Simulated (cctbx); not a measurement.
**A disordered crystal of nominal ZnSb2Pt6**

Cell a = 7.2290 Å, b = 7.2290 Å, c = 3.4110 Å, α = 90.00°, β = 90.00°, γ = 120.00°; space group P-62m (no. 189); nominal formula ZnSb2Pt6.

The data are simulated with cctbx, not measured: Mo Kα, λ = 0.71073 Å, to d = 0.84 Å, 95 % of the full sphere, strongest reflection 20000 counts, noise from counting, a 2 % proportional error and a noise floor of 4 counts (s.d.); no absorption.

With every site full:

```text
Rint 0.022, 124 unique reflections to 0.84 A
cycle     R1     wR2    GooF  max shift (A)
   1  0.0919  0.1982  15.918   0.00126
   2  0.0103  0.0270   2.171   0.00000
final R1 0.0103 wR2 0.0270 GooF 2.171  parameters 12  data/parameter 10.3
atom        x        y        z      Ueq    occ   su(xyz)  su(Uiso or U11)
Pt1    0.40197  0.40197  0.00000   0.0048  1.000  0.00011  0.0003
Pt2    0.76133  0.76133  0.50000   0.0084  1.000  0.00010  0.0003
Sb1    0.66667  0.33333  0.50000   0.0083  1.000  0.00000  0.0005
Zn1    0.00000  0.00000  0.00000   0.0117  1.000  0.00000  0.0013
difference map: max 1.06 min -0.98 rms 0.27
Q1    0.0000  0.5139  0.0000    3    1.10  0.61 A from Pt1
Q2    0.0000  0.6158  0.0000    3    0.99  0.13 A from Pt1
Q3    0.0000  0.7995  0.1591    6    0.69  1.55 A from Zn1
Q4    0.0000  0.0000  0.1309    2    0.66  0.45 A from Zn1
Q5    0.0000  0.0749  0.0000    3    0.63  0.54 A from Zn1
Q6    0.0725  0.3867  0.0000    6    0.62  1.85 A from Pt1
```

With the occupancies of the suspect sites free, each still typed as its main element:

```text
Rint 0.022, 124 unique reflections to 0.84 A
cycle     R1     wR2    GooF  max shift (A)
   1  0.0437  0.0938   7.568   0.00101
   3  0.0050  0.0111   0.894   0.00000
final R1 0.0050 wR2 0.0111 GooF 0.894  parameters 13  data/parameter 9.5
atom        x        y        z      Ueq    occ   su(xyz)  su(Uiso or U11)
Pt1    0.40190  0.40190  0.00000   0.0064  1.000  0.00004  0.0001
Pt2    0.76148  0.76148  0.50000   0.0064  0.941  0.00004  0.0002
Sb1    0.66667  0.33333  0.50000   0.0093  1.000  0.00000  0.0002
Zn1    0.00000  0.00000  0.00000   0.0122  1.000  0.00000  0.0005
su of occupancy Pt2: 0.003
difference map: max 0.32 min -0.56 rms 0.10
Q1    0.3333  0.6667  0.2376    4    0.33  0.90 A from Sb1
Q2    0.1126  0.2409  0.5000    6    0.32  0.81 A from Pt2
Q3    0.1750  0.5792  0.0000    6    0.27  1.34 A from Pt1
Q4    0.2581  0.5173  0.5000    6    0.27  0.94 A from Sb1
Q5    0.0000  0.0933  0.0000    3    0.25  0.67 A from Zn1
Q6    0.1049  0.6940  0.0000    6    0.23  0.73 A from Pt1
```

**Question.** What is the disorder?

X-rays count electrons. Pt2 refines to 0.941(0.003), or 73.4 electrons; the site truly holds 0.94 Pt, 73.3 electrons, which is 0.940 of Pt. A value under 1 can't tell vacancies from a lighter guest, and one over 1 needs a heavier guest; chemistry or a second radiation must settle which. Occupancy correlates with U and the scale, so the match is approximate.

Freeing them takes R1 from 0.0103 to 0.0050 and GooF from 2.17 to 0.89.

The model is made up (kin elements in a known structure type, no relaxation), so it says nothing on whether the phase exists.

[Middle refinement cycles are left out of these outputs.]

[Logs are printed without paths, hosts, clocks, repeated set-up lines and the standing remarks that a program may print on its own settings, such as how far it seeks lower states.]
